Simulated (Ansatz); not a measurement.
# 1T-FeBrI monolayer in a perpendicular field

Wanted: the out-of-plane response of the 1T-FeBrI monolayer. A positive field points along +c.

Main program and level: Ansatz 0.2.0; plane-wave DFT, PBE-D3(BJ), Ansatz PAW (set soft_1); PAW set soft_1.

## Step 1: Set-up

The cell holds 3 atoms: 1 I, 1 Fe and 1 Br. Cell: a = 3.576 Å, b = 3.576 Å, c = 37.047 Å, α = 90.0°, β = 90.0°, γ = 120.0°. Vacuum lies along c.

As a file:

```cif
data_structure
_symmetry_space_group_name_H-M 'P 1'
_symmetry_Int_Tables_number 1
_cell_length_a 3.5759
_cell_length_b 3.5759
_cell_length_c 37.0468
_cell_angle_alpha 90.000
_cell_angle_beta 90.000
_cell_angle_gamma 120.000
_cell_volume 410.26
loop_
_atom_site_label
_atom_site_type_symbol
_atom_site_fract_x
_atom_site_fract_y
_atom_site_fract_z
_atom_site_occupancy
I1 I 0.66667 0.33333 0.45888 1
Fe2 Fe 0.00000 0.00000 0.50432 1
Br3 Br 0.33333 0.66667 0.54112 1
```

## Step 2: Relaxing the slab

The starting cell is a guess, so the in-plane lattice and the atoms are relaxed first, with the slab cut off from its images along the normal.

input.yaml reads:

```yaml
crystal:
  lattice:
    - [3.575914, 0.0, 0.0]
    - [-1.787957, 3.0968323657, 0.0]
    - [0.0, 0.0, 37.0467907673]
  atoms:
    - { symbol: I, position: [0.6666666667, 0.3333333333, 0.4588791538] }
    - { symbol: Fe, position: [0.0, 0.0, 0.5043243863], spin: 4.0 }
    - { symbol: Br, position: [0.3333333333, 0.6666666667, 0.5411208462] }
  periodic: [true, true, false]
magnetization:
  spin_polarized: true
kpoints:
  mp_grid: { grid: [12, 12, 1] }
hamiltonian:
  xc: pbe
  dispersion: d3bj
  pseudopotentials: { kind: paw, azcp: { folder: soft_1 } }
scf:
  occupations: { method: fermi_dirac, width: 0.05 }
  convergence: { dr2_threshold: 1.0e-09 }
relax:
  f_tol: 0.004
  max_steps: 90
  cell: {}
output:
  write_potential: true
  write_density: true
  volumetric_format: npy
```

Started as:

```bash
$ ansatz run input.yaml --threads 2 --pin off --max-ram 3072MiB --backend cpu --events-out ev --progress --plain --runs-dir out
```

Numbers of over 12 decimals in the logs are rounded to 6 here.

The program printed:

```text
Warning: relax.cell: scf.convergence.dr2_threshold = 1e-9 eV is looser than the 1.76243804535e-10 eV advised for a relaxation that steers and ends on the stress (1e-10 eV for each atom of the cell: 3, times the square of relax.cell.stress_2d_tol = 0.05 N/m over 13.0 Å (the atoms' height at the walk's start and 5 Å past either face), 3.832e-2 GPa, over a crystal's default 0.05). What an SCF threshold leaves in a stress goes as its square root, and in the free energy as the threshold itself, and one threshold admits the most on a small cell: [figures from the program's tests cut] Set scf.convergence.dr2_threshold to 1.76243804535e-10 eV or tighter. [rest of the remark cut]
Engine: ansatz 0.2.0, aarch64-unknown-linux-gnu
Pseudopotentials: kind: paw
Pseudopotential: I, paw, valence charge 17, recommended cutoff 420 eV (normal), soft_1/I.paw.azcp
Pseudopotential: Fe, paw, valence charge 16, recommended cutoff 420 eV (normal), soft_1/Fe.paw.azcp
Pseudopotential: Br, paw, valence charge 7, recommended cutoff 420 eV (normal), soft_1/Br.paw.azcp
Functional definition: PBE
  parameter kappa = 0.804
  parameter beta = 0.066725
  exchange = pbe_x(kappa = kappa, mu = beta*pi^2/3)
  correlation = pbe_c(beta = beta)
Crystal: 3 atoms, lattice volume = 410.256 Å³
Basis set: ecut = 420 eV, 7893 PW (Γ), exchange–correlation on 48×48×500 points (8 copies of the dense FFT grid, shifted against one another)
Bands: 27, of which v1, the nominal top of the filled ones, is band 20 counted from 1 (19 counted from 0)
Symmetry: 6 space group operations
Space group: P3m1 (ITA 156), of the structure as read, at distance tolerance 7.4e-5 Å
Magnetic group: BNS 156.49 (UNI 1279), of the structure as read, at distance tolerance 7.4e-5 Å
k-points: 19 of 144 (time reversal used)
Non-local potential: I, projectors of the file, l = 0: 2, l = 1: 2, l = 2: 2, l = 3: 1
Non-local potential: Fe, projectors of the file, l = 0: 3, l = 1: 2, l = 2: 3, l = 3: 1
Non-local potential: Br, projectors of the file, l = 0: 2, l = 1: 2, l = 2: 2
PAW form: soft (Blöchl's): semilocal exchange-correlation on the pseudo side does not see the compensation charge
PAW one-centre angular grid: I, 590 points (default); XC on 64 Gauss nodes
PAW one-centre angular grid: Fe, 590 points (default); XC on 64 Gauss nodes
PAW one-centre angular grid: Br, 110 points (default); XC on 64 Gauss nodes
Initial density: superposition of atomic densities (neutral atoms: chi_scale 0, normalization atom)
Starting moments: Σ|m| = 4 μB on 1 of 3 sites
Initial wavefunctions: pseudopotential atomic-orbital guess
Functional: x = pbe(κ = 0.804, μ = 0.219515), c = pbe(β = 0.066725)
iter 1 solved again at ethr=8.44e-4 eV; its pass at ethr=3.10e-3 eV (dr2=3.38e-1 eV) is discarded
SCF iter   1: F=—  HF=-14776.903553 eV  |F-HF|=—  |Δ(HF+E_count)|=         —  Δρ=6.04e-3 (↑4.61e-3 ↓6.04e-3)  dr2=3.43e-1  dr2_m=4.43e-2  M=3.999 μB ∫|m|=4.009 μB  β_m=0.30  ethr=8.44e-4  ⟨swp⟩=2.1  Hψ=10913  notcnv=0
Mixer restart at iter 1: flushing history
preconditioner: auto → LDOS  [metal: Δε(μ)=0.027 eV  Ē_g=10.079 eV  σ=0.050 eV  W_gap=0.13  n_scr=20 (ndim 8)  ℏωp=8.6 eV  f_vac=0.805  D(μ)=1.62/eV (n_scr^D=8)]
spin=Collinear: LDOS preconditioning applied to the charge; magnetization (m = ρ↑ − ρ↓) channel mixes plain (no charge-response kernel on spin).
SCF iter   2: F=—  HF=-14777.256808 eV  |F-HF|=—  |Δ(HF+E_count)|=   3.53e-1  Δρ=3.92e-3 (↑3.57e-3 ↓3.92e-3)  dr2=7.48e-2  dr2_m=2.83e-2  M=3.999 μB ∫|m|=4.012 μB  β_m=0.39  ethr=8.44e-4  ⟨swp⟩=5.2  Hψ=2632  notcnv=0  defer=19
SCF iter   3: F=—  HF=-14777.578872 eV  |F-HF|=—  |Δ(HF+E_count)|=         —  Δρ=4.43e-3 (↑4.43e-3 ↓3.43e-3)  dr2=3.07e-2  dr2_m=4.91e-2  M=3.904 μB ∫|m|=3.923 μB  β_m=0.39  ethr=1.87e-4  ⟨swp⟩=4.4  Hψ=2661  notcnv=0  defer=52
SCF iter   4: F=—  HF=-14777.640245 eV  |F-HF|=—  |Δ(HF+E_count)|=         —  Δρ=3.40e-3 (↑3.40e-3 ↓2.57e-3)  dr2=8.85e-3  dr2_m=2.99e-2  M=3.895 μB ∫|m|=3.917 μB  β_m=0.39  ethr=7.68e-5  ⟨swp⟩=2.7  Hψ=1697  notcnv=0  defer=53
SCF iter   5: F=—  HF=-14777.677004 eV  |F-HF|=—  |Δ(HF+E_count)|=   3.68e-2  Δρ=2.51e-3 (↑2.51e-3 ↓1.80e-3)  dr2=5.05e-3  dr2_m=1.58e-2  M=3.888 μB ∫|m|=3.912 μB  β_m=0.70  ethr=2.21e-5  ⟨swp⟩=2.5  Hψ=1627  notcnv=0  defer=53
SCF iter   6: F=—  HF=-14777.700875 eV  |F-HF|=—  |Δ(HF+E_count)|=   2.39e-2  Δρ=4.80e-4 (↑1.09e-4 ↓4.80e-4)  dr2=7.03e-4  dr2_m=2.48e-4  M=3.865 μB ∫|m|=3.896 μB  β_m=0.72  ethr=1.26e-5  ⟨swp⟩=3.2  Hψ=2269  notcnv=0  defer=53
SCF iter   7: F=—  HF=-14777.701340 eV  |F-HF|=—  |Δ(HF+E_count)|=   4.65e-4  Δρ=2.57e-4 (↑1.12e-4 ↓2.57e-4)  dr2=2.52e-4  dr2_m=7.61e-5  M=3.865 μB ∫|m|=3.897 μB  β_m=0.86  ethr=1.76e-6  ⟨swp⟩=3.2  Hψ=2324  notcnv=0  defer=55
SCF iter   8: F=—  HF=-14777.701610 eV  |F-HF|=—  |Δ(HF+E_count)|=   2.70e-4  Δρ=1.73e-4 (↑1.10e-4 ↓1.73e-4)  dr2=1.34e-4  dr2_m=3.26e-5  M=3.867 μB ∫|m|=3.898 μB  β_m=0.87  ethr=6.31e-7  ⟨swp⟩=2.9  Hψ=2056  notcnv=0  defer=55
SCF iter   9: F=—  HF=-14777.701665 eV  |F-HF|=—  |Δ(HF+E_count)|=   5.52e-5  Δρ=8.82e-5 (↑5.94e-5 ↓8.82e-5)  dr2=4.08e-5  dr2_m=6.73e-6  M=3.867 μB ∫|m|=3.898 μB  β_m=0.87  ethr=3.35e-7  ⟨swp⟩=2.9  Hψ=2142  notcnv=0  defer=55
SCF iter  10: F=—  HF=-14777.701682 eV  |F-HF|=—  |Δ(HF+E_count)|=   1.73e-5  Δρ=3.24e-5 (↑2.10e-5 ↓3.24e-5)  dr2=1.92e-5  dr2_m=1.27e-6  M=3.867 μB ∫|m|=3.897 μB  β_m=0.74  ethr=1.02e-7  ⟨swp⟩=2.9  Hψ=2206  notcnv=0  defer=55
SCF iter  11: F=—  HF=-14777.701683 eV  |F-HF|=—  |Δ(HF+E_count)|=   8.56e-7  Δρ=1.15e-5 (↑1.15e-5 ↓7.21e-6)  dr2=9.02e-7  dr2_m=2.53e-7  M=3.866 μB ∫|m|=3.897 μB  β_m=0.69  ethr=4.80e-8  ⟨swp⟩=3.3  Hψ=1986  notcnv=0  defer=55
SCF iter  12: F=—  HF=-14777.701684 eV  |F-HF|=—  |Δ(HF+E_count)|=   1.01e-6  Δρ=2.48e-6 (↑2.48e-6 ↓2.43e-6)  dr2=4.56e-8  dr2_m=1.51e-8  M=3.866 μB ∫|m|=3.897 μB  β_m=0.80  ethr=2.25e-9  ⟨swp⟩=3.1  Hψ=1842  notcnv=0  defer=55
SCF iter  13: F=—  HF=-14777.701684 eV  |F-HF|=—  |Δ(HF+E_count)|=   1.35e-7  Δρ=1.14e-6 (↑4.96e-7 ↓1.14e-6)  dr2=3.29e-9  dr2_m=1.91e-9  M=3.866 μB ∫|m|=3.897 μB  β_m=0.88  ethr=1.14e-10  ⟨swp⟩=3.2  Hψ=2261  notcnv=0  defer=55
SCF iter  14: F=—  HF=-14777.701684 eV  |F-HF|=—  |Δ(HF+E_count)|=   1.05e-8  Δρ=2.66e-7 (↑1.86e-7 ↓2.66e-7)  dr2=2.64e-10  dr2_m=1.15e-10  M=3.866 μB ∫|m|=3.897 μB  β_m=0.86  ethr=8.23e-12  ⟨swp⟩=3.1  Hψ=2172  notcnv=0  defer=55
SCF iter  15: F=-14777.701684 eV  HF=-14777.701684 eV  |F-HF|=3.20e-10  |Δ(HF+E_count)|=   1.43e-9  Δρ=7.85e-8 (↑4.02e-8 ↓7.85e-8)  dr2=3.38e-11  dr2_m=7.75e-12  M=3.866 μB ∫|m|=3.897 μB  ethr=1.00e-12  ⟨swp⟩=8.4  Hψ=7132  notcnv=0
[...]
SCF iter   3: F=—  HF=-14778.167544 eV  |F-HF|=—  |Δ(HF+E_count)|=   1.97e-3  Δρ=7.96e-6 (↑7.96e-6 ↓5.46e-6)  dr2=1.84e-7  dr2_m=6.70e-8  M=4.000 μB ∫|m|=4.024 μB  β_m=0.66  ethr=5.11e-9  ⟨swp⟩=3.9  Hψ=2658  notcnv=0
SCF iter   4: F=—  HF=-14778.167578 eV  |F-HF|=—  |Δ(HF+E_count)|=   3.47e-5  Δρ=2.47e-6 (↑2.05e-6 ↓2.47e-6)  dr2=3.07e-8  dr2_m=1.64e-8  M=4.000 μB ∫|m|=4.024 μB  β_m=0.71  ethr=4.60e-10  ⟨swp⟩=3.1  Hψ=2108  notcnv=0  defer=3
SCF iter   5: F=—  HF=-14778.167605 eV  |F-HF|=—  |Δ(HF+E_count)|=   2.64e-5  Δρ=1.05e-6 (↑1.05e-6 ↓9.85e-7)  dr2=7.25e-9  dr2_m=3.29e-9  M=4.000 μB ∫|m|=4.024 μB  β_m=0.79  ethr=7.67e-11  ⟨swp⟩=4.1  Hψ=2400  notcnv=0  defer=14
SCF iter   6: F=—  HF=-14778.167605 eV  |F-HF|=—  |Δ(HF+E_count)|=   4.10e-7  Δρ=3.36e-7 (↑2.61e-7 ↓3.36e-7)  dr2=5.63e-9  dr2_m=1.10e-10  M=4.000 μB ∫|m|=4.024 μB  β_m=0.68  ethr=1.81e-11  ⟨swp⟩=2.7  Hψ=1908  notcnv=0  defer=18
iter 7 met the thresholds in force, and the SCF goes on: an eigenvalue changes by 1.72 meV, over its tolerance of 0.05 meV (output.eigenvalues, Limitations)
SCF iter   7: F=-14778.167605 eV  HF=-14778.167605 eV  |F-HF|=2.16e-8  |Δ(HF+E_count)|=   2.70e-9  Δρ=1.66e-7 (↑7.40e-8 ↓1.66e-7)  dr2=1.22e-10  dr2_m=3.36e-11  M=4.000 μB ∫|m|=4.024 μB  β_m=0.71  ethr=2.50e-12  ⟨swp⟩=21.9  Hψ=8810  notcnv=0
iter 8 met the thresholds in force, and the SCF goes on: an eigenvalue changes by 0.33 meV, over its tolerance of 0.05 meV (output.eigenvalues, Limitations)
SCF iter   8: F=-14778.167605 eV  HF=-14778.167605 eV  |F-HF|=1.78e-10  |Δ(HF+E_count)|=   2.17e-8  Δρ=6.00e-8 (↑5.69e-8 ↓6.00e-8)  dr2=1.70e-11  dr2_m=7.78e-12  M=4.000 μB ∫|m|=4.024 μB  β_m=1.00  ethr=1.00e-12  ⟨swp⟩=8.9  Hψ=6323  notcnv=0
Mixer restart at iter 8: flushing history
iter 9 met the thresholds in force, and the SCF goes on: an eigenvalue changes by 0.14 meV, over its tolerance of 0.06 meV (output.eigenvalues, Limitations)
SCF iter   9: F=-14778.167605 eV  HF=-14778.167605 eV  |F-HF|=4.44e-10  |Δ(HF+E_count)|=  2.67e-10  Δρ=1.70e-7 (↑9.77e-8 ↓1.70e-7)  dr2=3.31e-10  dr2_m=7.98e-12  M=4.000 μB ∫|m|=4.024 μB  β_m=1.00  ethr=1.00e-12  ⟨swp⟩=7.8  Hψ=6201  notcnv=0  κ⁻¹=1.0e0(r=1)
SCF iter  10: F=-14778.167605 eV  HF=-14778.167605 eV  |F-HF|=8.37e-11  |Δ(HF+E_count)|=  8.91e-11  Δρ=3.57e-8 (↑6.25e-9 ↓3.57e-8)  dr2=1.14e-11  dr2_m=1.60e-12  M=4.000 μB ∫|m|=4.024 μB  ethr=1.00e-12  ⟨swp⟩=6.7  Hψ=5573  notcnv=0
WARN: dispersion: an atom stands within reach of a switch of its C6 between two reference coordination numbers of its element: through that C6 alone, e_disp changes by 0.025 eV or more while the distances to its neighbours run over a stretch of 0.05 Å that contains this geometry (sites counted from 0 in the run's list of atoms or, in a supercell that it derives, in that cell's: here a list of 3) — site 1 (Fe): coordination number 5.291 (about 5.05 to 5.53 with every neighbour 0.05 Å farther or nearer), switch near 5.393 between the references 1.648 (weight 1.00) and 9.138 (weight 0.00), e_disp changing by some 0.12 eV. [rest of the remark cut]
SCF 10 converged in 10 iterations: F = -14778.167605 eV  dr2 = 1.14e-11
relax step  10: F+E_penalty+E_count = -14778.16760509 eV  Δ(F+E_penalty+E_count) = -3.009e-3 eV  max|allowed force component| = 1.318e-3 eV/Å  Δτ_max = 0.0000 Å  P = +0.033 N/m  Ω = 469.728 Å³  fix = [c, alpha, beta]  reactions: c +0.000 N/m  stress off target by 3.28e-2 N/m on what of the cell is left free  SCF on the basis re-selected at this cell (its energy is not comparable with the rows above)  (10 SCF iters)
basis re-selected at this cell: Δ(F+E_penalty+E_count) = -3.009e-3 eV, ΔP = +0.034 N/m vs the last step (what re-selecting the basis moved, of the pressure what is left beyond the Pulay correction that the steps carried, after the strain that the cell walked since its last selection, with what the two solves' SCF thresholds leave and, on support functions, any second-order correction that the steps lacked; it is no measure of the basis error at this ecutwfc). The dense FFT grid was sized anew with the basis: this SCF ran on 27×27×250 points, the steps before it on 24×24×250, so part of this shift can come from that change (see relax.cell in the input reference). [rest of the remark cut]
WARN: The output density's exchange-correlation potential varies sharply where the density is thin. Do not read a vacuum level from v_tot or v_xc, or from such a field of the output density. On a cell that repeats whose density bears no net charge and no dipole along the vacuum's axis use v_es (v_loc + v_h of the components); under efield.dipole_correction with no amplitude use v_es + v_field, which holds any externa [...]
SCF converged after 10 iterations
an eigenvalue changed by more than its tolerance at an iteration that met the thresholds in force, so the SCF went on 3 times, its first undamped step at iteration 8: the last check found none over its tolerance
Magnetization: 3.9999 μB (21.9999 up, 18.0001 down)
Absolute magnetization: 4.0240 μB (∫|ρ↑−ρ↓|, with the PAW one-centre terms)
Spin contamination: 0.0171 ħ² per cell (⟨S²⟩ above its minimum at these occupations)
Per-site moments (μB) at R_I (Å): [(0.179435, 1.146950), (3.426923, 1.087116), (0.144337, 1.087116)]
Free energy (F): -14778.167605 eV
Harris-Foulkes:  -14778.167605 eV  (|F-HF|=8.37e-11)
Internal energy: -14778.145819 eV  (E = F + TS)
E sigma→0 (E₀):  -14778.156712 eV
Entropy (-TS):   -0.021786 eV (-7.262 meV/atom)
Fermi energy:    -4.988976 eV
--- Per-component energies (eV) ---
  E_band       = -1260.227403
  E_kinetic    = 613.573896
  E_local      = -94386.864889  (includes V_loc(G=0)·N_el)
  E_nonlocal   = 464.947004
  E_hartree    = 46534.443605
  E_xc         = -411.751355
  E_vxc        = -357.065782  (∫ρ·V_xc dr)
  E_paw        = -8482.983476  (= ΣΔE_a)
  E_vpaw       = -663.701262  (= ΣTr[D̂ρ^β])
  E_aug_tail   = -0.003510  (compensation charges beyond the density's cutoff)
  E_ewald      = 40891.240082
  E_disp       = -0.747175  (pairwise vdW)
  E_smearing   = -0.021786  (= −TS)
  E_closure    = 0.000000  (closes the sum)
  Σ components = -14778.167605   (vs F -14778.167605, Δ=0.00e0)
--- Forces (eV/Å), atoms counted from 1 ---
  atom   1  I      0.00000000    -0.00000000     0.00131814
  atom   2  Fe     0.00000000     0.00000000    -0.00035899
  atom   3  Br    -0.00000000     0.00000000    -0.00095897
  max |Σ_I F_I| component: 1.78e-7 eV/Å
--- 2D stress c σ (N/m, compression-positive) ---
        0.032767       0.000000      -0.000000
       -0.000000       0.032767      -0.000000
       -0.000000      -0.000000       0.000000
  P = ½ c Tr σ = 0.0328 N/m
--- Band table (eV; the first three rows and the last of 38) ---
  k-point 0 ↑: bands = [... 16 lower, -8.0078, -7.5175, -6.7220, -6.7220, -5.3000, -5.3000, -2.1329, -0.7519, ... 3 higher]
  k-point 1 ↑: bands = [... 16 lower, -8.0330, -7.4733, -6.8943, -6.7524, -5.6293, -5.3575, -1.8709, -0.5626, ... 3 higher]
  k-point 2 ↑: bands = [... 16 lower, -8.0480, -7.4372, -7.1245, -6.8611, -6.2473, -5.4823, -1.3128, -0.3661, ... 3 higher]
  k-point 18 ↓: bands = [... 16 lower, -7.7459, -4.8517, -4.7772, -4.6248, -3.9175, -3.6094, -0.6501, 0.7718, ... 3 higher]
  the weakly bound empty levels are not read free of the cell's end (no_gap_told)
--- Relaxed structure (9 steps of the walk, 8 accepted, 1 SCFs on fresh bases) ---
  F+E_penalty+E_count = -14778.16760509 eV   max|allowed force component| = 1.318e-3 eV/Å   (the final SCF, on the basis selected at the relaxed cell)
  cell:  # Å, volume = 469.7283 Å³
    - [3.826333, 0, 0]
    - [-1.913166, 3.313701, 0]
    - [0, 0, 37.0467907673]
  atoms:
    - { symbol: I, position: [0.666667, 0.333333, 0.458127] }
    - { symbol: Fe, position: [0, 0, 0.503703] }
    - { symbol: Br, position: [0.333333, 0.666667, 0.542494] }
```

The job ended after 3.6 min (2 threads of Arm Neoverse V2, shared host; peak memory 0.89 GiB; 7 min of CPU time).

The steps of the relaxation:

```
step  energy less that of the first step (eV)  largest force component (eV/Å)  volume (Å³)
   1                                   0.0000                          1.2542       410.26
   2                                  -0.3589                          0.4960       435.78
   3                                  -0.3965                          0.7205       475.27
   4                                  -0.4518                          0.1637       481.57
   5                                  -0.4620                          0.0342       473.21
   6                                  -0.4629                          0.0296       469.24
   7                                  -0.4628                          0.0328       469.51
   8                                  -0.4629                          0.0041       469.76
   9                                  -0.4629                          0.0001       469.73
 10*                                  -0.4659                          0.0013       469.73
```

Relaxation steps marked * repeat the geometry before them on a plane-wave basis chosen anew for their cell, so energy and pressure can jump there. Relaxation step 7 was tried and not accepted.

Forces are held to the 6 operations that the run works with; a distortion that breaks them can't arise in this run.

```csv
cell as run,before,after,change
a (Å),3.576,3.826,+7.0 %
b (Å),3.576,3.826,+7.0 %
```

The atoms that moved most (Å, along periodic axes as changes of fractional coordinates times the final cell, across vacuum about the mean position):

| atom | dx | dy | dz | length |
| --- | --- | --- | --- | --- |
| Br3 | 0.000 | 0.000 | 0.051 | 0.051 |
| I1 | 0.000 | 0.000 | -0.028 | 0.028 |
| Fe2 | 0.000 | 0.000 | -0.023 | 0.023 |

Final coordinates:

```xyz
3
Lattice="3.8263 0.0000 0.0000 -1.9132 3.3137 0.0000 0.0000 0.0000 37.0468" Properties=species:S:1:pos:R:3
I     1.9132    1.1046   16.9721
Fe    0.0000    0.0000   18.6606
Br    0.0000    2.2091   20.0977
```

This step gave:

```
energy at zero smearing : -14778.1567 eV
total moment            : 4.000 μB
site moments            : 0.1794, 3.427, 0.1443 μB
```

Site moment by atom:

```csv
atom,site moment (μB)
I1,0.18
Fe2,3.43
Br3,0.14
```

The lattice constant a goes from 3.576 to 3.826 Å.

(Part 1 of 2 ends here.)

[Logs are printed without paths, hosts, clocks, repeated set-up lines and the standing remarks that a program may print on its own settings, such as how far it seeks lower states.]

[Hosts, paths, dates, database ids (printed as entryN), source tags and the programs' standing remarks are cut or masked in the printed files.]

[Maps of the electrostatic potential energy from Ansatz leave out the sawtooth potential of an applied field or a dipole correction, so their vacuum need not be flat; planar profiles and work functions include it.]
